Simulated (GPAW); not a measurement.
# Near-edge structure at the B K edge of TiB2 (P6/mmm)

Aim: the dependence of the B K near-edge features of TiB2 (P6/mmm) on volume.

Main program and level: GPAW 26.7.0; X-ray absorption from dipole matrix elements to empty bands, plane-wave PAW PBE.

This is a report of a sequence of runs, with most program output left out.

**1. The structure**

The structure is hexagonal, space group P6/mmm (No. 191). Conventional cell: a = 3.029 Å, b = 3.029 Å, c = 3.228 Å, α = 90.00°, β = 90.00°, γ = 120.00°. Nearest to Ti lie 12 B at 2.38 Å. Nearest to B lie 3 B at 1.75 Å and 6 Ti at 2.38 Å. Farther neighbours are not listed.

**2. The field without a hole**

The ground state comes first: it tells whether the system has a gap, which decides how the excited electron is treated.

The input, scf.py:

```python
import numpy as np
from ase import Atoms
from ase.parallel import parprint, paropen
from gpaw import GPAW, PW, FermiDirac, Mixer, MixerDif, setup_paths
from gpaw.test import gen
setup_paths.insert(0, '.')
gen('B', name='nch1s', xcname='PBE', corehole=(1, 0, 0), write_xml=True)
from gpaw.mpi import world
world.barrier()

atoms = Atoms('TiB2',
    cell=[[3.0292, 0, 0],
     [-1.5146, 2.62336415, 0],
     [0, 0, 3.2284]],
    scaled_positions=[[0, 0, 0],
     [0.66666667, 0.33333333, 0.5],
     [0.33333333, 0.66666667, 0.5]],
    pbc=True)
atoms.calc = calc = GPAW(legacy_gpaw=True, mode=PW(430, force_complex_dtype=True), xc='PBE', setups={1: 'nch1s'},
    kpts={'size': (9, 9, 8), 'gamma': True}, occupations=FermiDirac(0.05),
    charge=0, mixer=Mixer(0.1, 5, 50), maxiter=150,
    convergence={'density': 0.0001, 'eigenstates': 1e-6}, txt='scf.txt')
energy = atoms.get_potential_energy() + calc.get_reference_energy()
ef = calc.get_fermi_level()
out = dict(energy=energy, fermi=ef, forces=atoms.get_forces().tolist())
parprint(f'all-electron energy {energy:.4f} eV, Fermi level {ef:.4f} eV')
ev = np.array([[calc.get_eigenvalues(k, s) for k in range(len(calc.get_ibz_k_points()))] for s in range(calc.get_number_of_spins())])
out['homo'], out['lumo'], out['counts'] = ev[ev < ef].max(), ev[ev > ef].min(), sorted(set((ev < ef).sum((0, 2)).tolist()))
out['filled'] = (ev[:, 0] < ef).sum(1).tolist()
import json
with paropen('out.json', 'w') as f:
    json.dump(out, f)
```

Run with:

```sh
$ OMP_NUM_THREADS=1 mpirun -n 4 gpaw python scf.py
```

Wall time 7.9 s (4 MPI ranks of Intel Xeon Platinum 8488C (Sapphire Rapids), shared host); peak memory 0.17 GiB.

The mesh shows no gap, so the system is treated as a metal and the core electron is put at the Fermi level (neutral cell).

**3. Reference energy of the supercell**

The photon energy needs a difference of total energies, so the cell and mesh of the coming hole run are first run without a hole.

Changes to scf.py since step 2:

```diff
@@ -10,12 +10,27 @@
 
-atoms = Atoms('TiB2',
-    cell=[[3.0292, 0, 0],
-     [-1.5146, 2.62336415, 0],
-     [0, 0, 3.2284]],
+atoms = Atoms('Ti6B12',
+    cell=[[0, 5.24672831, 0],
+     [-4.5438, -2.62336415, 0],
+     [0, 0, 6.4568]],
     scaled_positions=[[0, 0, 0],
+     [0.33333333, 0.66666667, 0],
+     [0, 0, 0.5],
+     [0.66666667, 0.33333333, 0],
+     [0.33333333, 0.66666667, 0.5],
      [0.66666667, 0.33333333, 0.5],
-     [0.33333333, 0.66666667, 0.5]],
+     [0, 0.66666667, 0.25],
+     [0.33333333, 0.33333333, 0.25],
+     [0, 0.66666667, 0.75],
+     [0.66666667, 0, 0.25],
+     [0.33333333, 0.33333333, 0.75],
+     [0.66666667, 0, 0.75],
+     [0.33333333, 0, 0.25],
+     [0.66666667, 0.66666667, 0.25],
+     [0.33333333, 0, 0.75],
+     [0, 0.33333333, 0.25],
+     [0.66666667, 0.66666667, 0.75],
+     [0, 0.33333333, 0.75]],
     pbc=True)
-atoms.calc = calc = GPAW(legacy_gpaw=True, mode=PW(430, force_complex_dtype=True), xc='PBE', setups={1: 'nch1s'},
-    kpts={'size': (9, 9, 8), 'gamma': True}, occupations=FermiDirac(0.05),
+atoms.calc = calc = GPAW(legacy_gpaw=True, mode=PW(430, force_complex_dtype=True), xc='PBE', setups={6: 'nch1s'},
+    kpts={'size': (5, 5, 4), 'gamma': True}, occupations=FermiDirac(0.1),
     charge=0, mixer=Mixer(0.1, 5, 50), maxiter=150,
```

Run time: 60 s. Hardware: 4 MPI ranks; peak memory 0.33 GiB; 3.9 min of CPU time.

Reference energy: -147516.953 eV with the cores included.

**4. Spectrum with XCH, B atom 2**

The holes are 5.2 Å apart. In GPAW the data set carries the hole's charge, so charge=0 means a charged cell and charge=-1 a neutral one. The excited electron is kept in the cell, where it fills the lowest empty states and screens the hole. After the field has converged, empty bands are computed with the density fixed and the dipole matrix elements are summed.

The absorber has 3 B at 1.75 Å (trigonal planar, site symmetry -6m2).

The input, xas.py:

```python
import numpy as np
from ase import Atoms
from ase.parallel import parprint, paropen
from gpaw import GPAW, PW, FermiDirac, Mixer, MixerDif, setup_paths
from gpaw.test import gen
setup_paths.insert(0, '.')
gen('B', name='fch1s', xcname='PBE', corehole=(1, 0, 1), write_xml=True)
from gpaw.mpi import world
world.barrier()

atoms = Atoms('Ti6B12',
    cell=[[0, 5.24672831, 0],
     [-4.5438, -2.62336415, 0],
     [0, 0, 6.4568]],
    scaled_positions=[[0, 0, 0],
     [0.33333333, 0.66666667, 0],
     [0, 0, 0.5],
     [0.66666667, 0.33333333, 0],
     [0.33333333, 0.66666667, 0.5],
     [0.66666667, 0.33333333, 0.5],
     [0, 0.66666667, 0.25],
     [0.33333333, 0.33333333, 0.25],
     [0, 0.66666667, 0.75],
     [0.66666667, 0, 0.25],
     [0.33333333, 0.33333333, 0.75],
     [0.66666667, 0, 0.75],
     [0.33333333, 0, 0.25],
     [0.66666667, 0.66666667, 0.25],
     [0.33333333, 0, 0.75],
     [0, 0.33333333, 0.25],
     [0.66666667, 0.66666667, 0.75],
     [0, 0.33333333, 0.75]],
    pbc=True)
atoms.calc = calc = GPAW(legacy_gpaw=True, mode=PW(430, force_complex_dtype=True), xc='PBE', setups={6: 'fch1s'},
    kpts={'size': (5, 5, 4), 'gamma': True}, occupations=FermiDirac(0.1),
    charge=-1, mixer=Mixer(0.1, 5, 50), maxiter=150,
    convergence={'density': 0.0001, 'eigenstates': 1e-6}, txt='scf.txt')
energy = atoms.get_potential_energy() + calc.get_reference_energy()
ef = calc.get_fermi_level()
out = dict(energy=energy, fermi=ef, forces=atoms.get_forces().tolist())
parprint(f'all-electron energy {energy:.4f} eV, Fermi level {ef:.4f} eV')
ev = np.array([[calc.get_eigenvalues(k, s) for k in range(len(calc.get_ibz_k_points()))] for s in range(calc.get_number_of_spins())])
out['homo'], out['lumo'], out['counts'] = ev[ev < ef].max(), ev[ev > ef].min(), sorted(set((ev < ef).sum((0, 2)).tolist()))
out['filled'] = (ev[:, 0] < ef).sum(1).tolist()

from ase.units import Ha
from gpaw.xas import dipole_matrix_elements
nb = int(calc.get_number_of_electrons() / 2) + 125
top, nb = nb, nb + 8 + nb // 12
nscf = calc.fixed_density(kpts={'size': (7, 7, 5), 'gamma': True}, nbands=nb,
    convergence={'bands': top, 'eigenstates': 5e-3}, maxiter=60, txt='nscf.txt')
cell = atoms.cell.array
ops = [cell.T @ U.T @ np.linalg.inv(cell.T) for U in nscf.wfs.kd.symmetry.op_scc]
E = np.arange(-6, 34, 0.1)
fwhm = np.interp(E, [4, 25], [0.9, 3.5])
Y, X, zero, highest = 0, 0, 1e9, 1e9
for spin in range(nscf.get_number_of_spins()):
    wfs = nscf.wfs
    mine = wfs.bd.get_slice()  # this rank's bands
    A = dipole_matrix_elements(wfs.setups[6])
    eps = np.zeros((wfs.kd.nibzkpts, nb))
    d = np.zeros((3, A.shape[1], wfs.kd.nibzkpts, nb), complex)
    for kpt in wfs.kpt_u:
        if kpt.s == spin and 6 in kpt.P_ani:
            eps[kpt.k, mine] = kpt.eps_n * Ha
            d[:, :, kpt.k, mine] = (kpt.weight * wfs.nspins / 2) ** 0.5 * np.inner(A, kpt.P_ani[6])
    world.sum(eps)
    world.sum(d)
    T = np.einsum('amkn,bmkn->abkn', d, d.conj()).real
    T = sum(np.einsum('ai,ijkn,bj->abkn', R, T, R) for R in ops) / len(ops)
    empty = eps > ef
    zero, highest = min(zero, eps[empty].min()), min(highest, eps[:, top - 1].min())
    lines = [(eps, T, empty)] if spin == 0 else lines + [(eps, T, empty)]
for eps, T, empty in lines:
    f = np.einsum('aakn->akn', T).reshape(3, -1)
    x = eps.ravel() - zero
    w = np.interp(x, E, fwhm) / 2.35482
    g = np.exp(-0.5 * ((E[:, None] - x) / w) ** 2) / (w * (2 * np.pi) ** 0.5)
    Y = Y + (f * empty.ravel()) @ g.T
    X = X + (f * ~empty.ravel()) @ g.T
out.update(E=E.round(2).tolist(), xas=Y.tolist(), xes=X.tolist(), zero=zero, valid=highest - zero, nk=len(eps), nb=nb)
for i in range(0, len(E), 10):
    parprint(f'{E[i]:7.2f}', *(f'{v:10.3e}' for v in Y[:, i]))
import json
with paropen('out.json', 'w') as f:
    json.dump(out, f)
```

Run with:

```sh
$ OMP_NUM_THREADS=1 mpirun -n 4 gpaw python xas.py
```

Run time: 4 min. Hardware: 4 MPI ranks; peak memory 0.67 GiB; 16 min of CPU time.

The B K spectrum, B atom 2, excited-electron core hole (neutral cell) (energy from the lowest empty level; intensity scaled to a mean of 1 over the first 20 eV; polarised curves are means over the symmetry-equivalent atoms):

```csv
E (eV),isotropic,ε ⊥ c,ε ∥ c
-2.0,0.00,0.00,0.00
-1.0,0.00,0.00,0.00
0.0,0.23,0.21,0.28
1.0,0.80,0.79,0.82
2.0,1.00,1.10,0.79
3.0,0.98,0.83,1.29
4.0,1.22,0.37,2.91
5.0,1.01,0.27,2.49
6.0,1.11,0.89,1.54
7.0,1.19,1.51,0.54
8.0,1.49,2.05,0.36
9.0,1.53,2.05,0.48
10.0,1.24,1.57,0.57
11.0,1.02,1.25,0.56
12.0,1.06,1.24,0.70
13.0,1.05,1.11,0.93
14.0,1.04,1.00,1.12
15.0,1.02,1.01,1.05
16.0,1.04,1.18,0.76
17.0,0.94,1.18,0.47
18.0,0.62,0.80,0.27
19.0,0.30,0.36,0.17
20.0,0.18,0.16,0.21
21.0,0.21,0.13,0.38
22.0,0.29,0.15,0.58
23.0,0.38,0.21,0.71
24.0,0.46,0.31,0.76
25.0,0.54,0.43,0.75
26.0,0.62,0.57,0.72
27.0,0.68,0.69,0.68
28.0,0.70,0.74,0.63
29.0,0.67,0.71,0.59
30.0,0.63,0.64,0.61
31.0,0.61,0.58,0.67
32.0,0.58,0.50,0.75
```

Main maxima below 24 eV (height): 2.5 eV (1.06), 4.1 eV (1.23), 5.6 eV (1.17), 8.6 eV (1.55) and 12.1 eV (1.06). A K edge sees empty p states on the absorber.

The total-energy difference is 193.25 eV. One term is added: -5.59 eV, since the hole is spin-paired here and a spin-polarised one costs that much less in the free atom (computed apart). The photon energy is then 187.66 eV. The functional leaves an error of a few eV in such absolute values.

**5. Supercell without a hole, the energy reference**

The cell changes for the next run, so it gets a reference energy of its own.

The cell differs from the one that the last finished run ended in (a 5.247 → 5.140 Å, b 5.247 → 5.140 Å, c 6.457 → 6.325 Å).

Changes to scf.py since step 3:

```diff
@@ -11,5 +11,5 @@
 atoms = Atoms('Ti6B12',
-    cell=[[0, 5.24672831, 0],
-     [-4.5438, -2.62336415, 0],
-     [0, 0, 6.4568]],
+    cell=[[0, 5.13962216, 0],
+     [-4.45104336, -2.56981108, 0],
+     [0, 0, 6.32499159]],
     scaled_positions=[[0, 0, 0],
```

Run with:

```sh
$ OMP_NUM_THREADS=1 mpirun -n 4 gpaw python scf.py
```

Wall time 88 s (4 MPI ranks); peak memory 0.35 GiB; 5.8 min of CPU time.

Reference energy: -147516.390 eV with the cores included.

**6. Spectrum with XCH, B atom 2**

Shorter bonds are expected to push antibonding states and scattering resonances up, and longer ones down; the cell is scaled to test that.

Changed against the first core-hole run: volume scale from 1 to 0.94.

Changes to xas.py since step 4:

```diff
@@ -11,5 +11,5 @@
 atoms = Atoms('Ti6B12',
-    cell=[[0, 5.24672831, 0],
-     [-4.5438, -2.62336415, 0],
-     [0, 0, 6.4568]],
+    cell=[[0, 5.13962216, 0],
+     [-4.45104336, -2.56981108, 0],
+     [0, 0, 6.32499159]],
     scaled_positions=[[0, 0, 0],
@@ -47,3 +47,3 @@
 from gpaw.xas import dipole_matrix_elements
-nb = int(calc.get_number_of_electrons() / 2) + 125
+nb = int(calc.get_number_of_electrons() / 2) + 119
 top, nb = nb, nb + 8 + nb // 12
```

Run with:

```sh
$ OMP_NUM_THREADS=1 mpirun -n 4 gpaw python xas.py
```

Run time: 5.2 min. Hardware: 4 MPI ranks; peak memory 0.86 GiB; 21 min of CPU time.

| E (eV) | first run | this run |
| --- | --- | --- |
| -2.0 | 0.00 | 0.00 |
| -1.0 | 0.00 | 0.00 |
| 0.0 | 0.23 | 0.22 |
| 1.0 | 0.80 | 0.72 |
| 2.0 | 1.00 | 0.94 |
| 3.0 | 0.98 | 1.00 |
| 4.0 | 1.22 | 1.02 |
| 5.0 | 1.01 | 1.02 |
| 6.0 | 1.11 | 1.13 |
| 7.0 | 1.19 | 0.98 |
| 8.0 | 1.49 | 1.22 |
| 9.0 | 1.53 | 1.47 |
| 10.0 | 1.24 | 1.38 |
| 11.0 | 1.02 | 1.08 |
| 12.0 | 1.06 | 0.99 |
| 13.0 | 1.05 | 1.02 |
| 14.0 | 1.04 | 1.03 |
| 15.0 | 1.02 | 1.00 |
| 16.0 | 1.04 | 0.98 |
| 17.0 | 0.94 | 1.02 |
| 18.0 | 0.62 | 0.93 |
| 19.0 | 0.30 | 0.63 |
| 20.0 | 0.18 | 0.31 |
| 21.0 | 0.21 | 0.19 |
| 22.0 | 0.29 | 0.21 |
| 23.0 | 0.38 | 0.29 |
| 24.0 | 0.46 | 0.37 |
| 25.0 | 0.54 | 0.44 |
| 26.0 | 0.62 | 0.51 |
| 27.0 | 0.68 | 0.59 |
| 28.0 | 0.70 | 0.66 |
| 29.0 | 0.67 | 0.70 |
| 30.0 | 0.63 | 0.68 |
| 31.0 | 0.61 | 0.63 |
| 32.0 | 0.58 | 0.60 |

The scaled spectrum changes by 14 % r.m.s. The highest intensity below 16 eV goes from 8.6 eV (1.55) to 9.2 eV (1.48).

The photon energy of the zero moves by -0.19 eV.

**7. Reference energy of the supercell**

The cell differs from the one that the last finished run ended in (a 5.140 → 5.194 Å, b 5.140 → 5.194 Å, c 6.325 → 6.392 Å).

Changes to scf.py since step 5:

```diff
@@ -11,5 +11,5 @@
 atoms = Atoms('Ti6B12',
-    cell=[[0, 5.13962216, 0],
-     [-4.45104336, -2.56981108, 0],
-     [0, 0, 6.32499159]],
+    cell=[[0, 5.19372743, 0],
+     [-4.49789989, -2.59686371, 0],
+     [0, 0, 6.39157534]],
     scaled_positions=[[0, 0, 0],
```

Run with:

```sh
$ OMP_NUM_THREADS=1 mpirun -n 4 gpaw python scf.py
```

Wall time 73 s (4 MPI ranks); peak memory 0.35 GiB.

Reference energy: -147516.801 eV with the cores included.

**8. Spectrum with XCH, B atom 2**

Changed against the first core-hole run: volume scale from 1 to 0.97.

Changes to xas.py since step 6:

```diff
@@ -11,5 +11,5 @@
 atoms = Atoms('Ti6B12',
-    cell=[[0, 5.13962216, 0],
-     [-4.45104336, -2.56981108, 0],
-     [0, 0, 6.32499159]],
+    cell=[[0, 5.19372743, 0],
+     [-4.49789989, -2.59686371, 0],
+     [0, 0, 6.39157534]],
     scaled_positions=[[0, 0, 0],
@@ -47,3 +47,3 @@
 from gpaw.xas import dipole_matrix_elements
-nb = int(calc.get_number_of_electrons() / 2) + 119
+nb = int(calc.get_number_of_electrons() / 2) + 122
 top, nb = nb, nb + 8 + nb // 12
```

Run with:

```sh
$ OMP_NUM_THREADS=1 mpirun -n 4 gpaw python xas.py
```

Wall time 5.5 min (4 MPI ranks); peak memory 0.88 GiB; 22 min of CPU time.

```csv
E (eV),first run,this run
-2.0,0.00,0.00
-1.0,0.00,0.00
0.0,0.23,0.22
1.0,0.80,0.76
2.0,1.00,0.97
3.0,0.98,0.99
4.0,1.22,1.13
5.0,1.01,0.99
6.0,1.11,1.12
7.0,1.19,1.07
8.0,1.49,1.37
9.0,1.53,1.51
10.0,1.24,1.32
11.0,1.02,1.03
12.0,1.06,1.03
13.0,1.05,1.04
14.0,1.04,1.04
15.0,1.02,1.00
16.0,1.04,1.02
17.0,0.94,1.01
18.0,0.62,0.80
19.0,0.30,0.44
20.0,0.18,0.22
21.0,0.21,0.18
22.0,0.29,0.25
23.0,0.38,0.33
24.0,0.46,0.41
25.0,0.54,0.49
26.0,0.62,0.57
27.0,0.68,0.64
28.0,0.70,0.70
29.0,0.67,0.69
30.0,0.63,0.65
31.0,0.61,0.61
32.0,0.58,0.60
```

The scaled spectrum changes by 7 % r.m.s. The highest intensity below 16 eV goes from 8.6 eV (1.55) to 8.9 eV (1.51).

The photon energy of the zero moves by -0.09 eV.

**9. Reference energy of the supercell**

The cell differs from the one that the last finished run ended in (a 5.194 → 5.299 Å, b 5.194 → 5.299 Å, c 6.392 → 6.521 Å).

Changes to scf.py since step 7:

```diff
@@ -11,5 +11,5 @@
 atoms = Atoms('Ti6B12',
-    cell=[[0, 5.19372743, 0],
-     [-4.49789989, -2.59686371, 0],
-     [0, 0, 6.39157534]],
+    cell=[[0, 5.29867949, 0],
+     [-4.58879104, -2.64933974, 0],
+     [0, 0, 6.52073287]],
     scaled_positions=[[0, 0, 0],
```

Run with:

```sh
$ OMP_NUM_THREADS=1 mpirun -n 4 gpaw python scf.py
```

Wall time 98 s (4 MPI ranks); peak memory 0.35 GiB.

Reference energy: -147516.881 eV with the cores included.

**10. Spectrum with XCH, B atom 2**

Changed against the first core-hole run: volume scale from 1 to 1.03.

Changes to xas.py since step 8:

```diff
@@ -11,5 +11,5 @@
 atoms = Atoms('Ti6B12',
-    cell=[[0, 5.19372743, 0],
-     [-4.49789989, -2.59686371, 0],
-     [0, 0, 6.39157534]],
+    cell=[[0, 5.29867949, 0],
+     [-4.58879104, -2.64933974, 0],
+     [0, 0, 6.52073287]],
     scaled_positions=[[0, 0, 0],
@@ -47,3 +47,3 @@
 from gpaw.xas import dipole_matrix_elements
-nb = int(calc.get_number_of_electrons() / 2) + 122
+nb = int(calc.get_number_of_electrons() / 2) + 127
 top, nb = nb, nb + 8 + nb // 12
```

Run with:

```sh
$ OMP_NUM_THREADS=1 mpirun -n 4 gpaw python xas.py
```

The job ended after 6.5 min (4 MPI ranks; peak memory 0.93 GiB).

```csv
E (eV),first run,this run
-2.0,0.00,0.00
-1.0,0.00,0.00
0.0,0.23,0.24
1.0,0.80,0.84
2.0,1.00,1.03
3.0,0.98,0.99
4.0,1.22,1.24
5.0,1.01,1.08
6.0,1.11,1.12
7.0,1.19,1.33
8.0,1.49,1.57
9.0,1.53,1.51
10.0,1.24,1.16
11.0,1.02,1.05
12.0,1.06,1.08
13.0,1.05,1.06
14.0,1.04,1.04
15.0,1.02,1.05
16.0,1.04,1.04
17.0,0.94,0.82
18.0,0.62,0.45
19.0,0.30,0.21
20.0,0.18,0.18
21.0,0.21,0.25
22.0,0.29,0.34
23.0,0.38,0.43
24.0,0.46,0.51
25.0,0.54,0.59
26.0,0.62,0.66
27.0,0.68,0.70
28.0,0.70,0.69
29.0,0.67,0.65
30.0,0.63,0.62
31.0,0.61,0.60
```

Against the first run the r.m.s. difference is 7 %. The highest intensity below 16 eV goes from 8.6 eV (1.55) to 8.4 eV (1.59).

The photon energy of the zero moves by +0.09 eV.

**11. Reference energy of the supercell**

The cell differs from the one that the last finished run ended in (a 5.299 → 5.350 Å, b 5.299 → 5.350 Å, c 6.521 → 6.583 Å).

Changes to scf.py since step 9:

```diff
@@ -11,5 +11,5 @@
 atoms = Atoms('Ti6B12',
-    cell=[[0, 5.29867949, 0],
-     [-4.58879104, -2.64933974, 0],
-     [0, 0, 6.52073287]],
+    cell=[[0, 5.34963146, 0],
+     [-4.63291674, -2.67481573, 0],
+     [0, 0, 6.58343607]],
     scaled_positions=[[0, 0, 0],
```

Run with:

```sh
$ OMP_NUM_THREADS=1 mpirun -n 4 gpaw python scf.py
```

It took 86 s on 4 MPI ranks; peak memory 0.36 GiB; 5.7 min of CPU time.

Reference energy: -147516.613 eV with the cores included.

[end of part 1 of 2]

[Logs are printed without paths, hosts, clocks, repeated set-up lines and the standing remarks that a program may print on its own settings, such as how far it seeks lower states.]

[Hosts, paths, dates, database ids (printed as entryN), source tags and the programs' standing remarks are cut or masked in the printed files.]

[Lists of maxima count a maximum above −3 eV only where it reaches 4 % of the highest in the window and stands out from its surroundings by 2 % of it (1.5 % where it reaches 55 %); shoulders and weaker maxima are passed over, and of the rest the first, up to two pre-edge ones and the few strongest are named.]
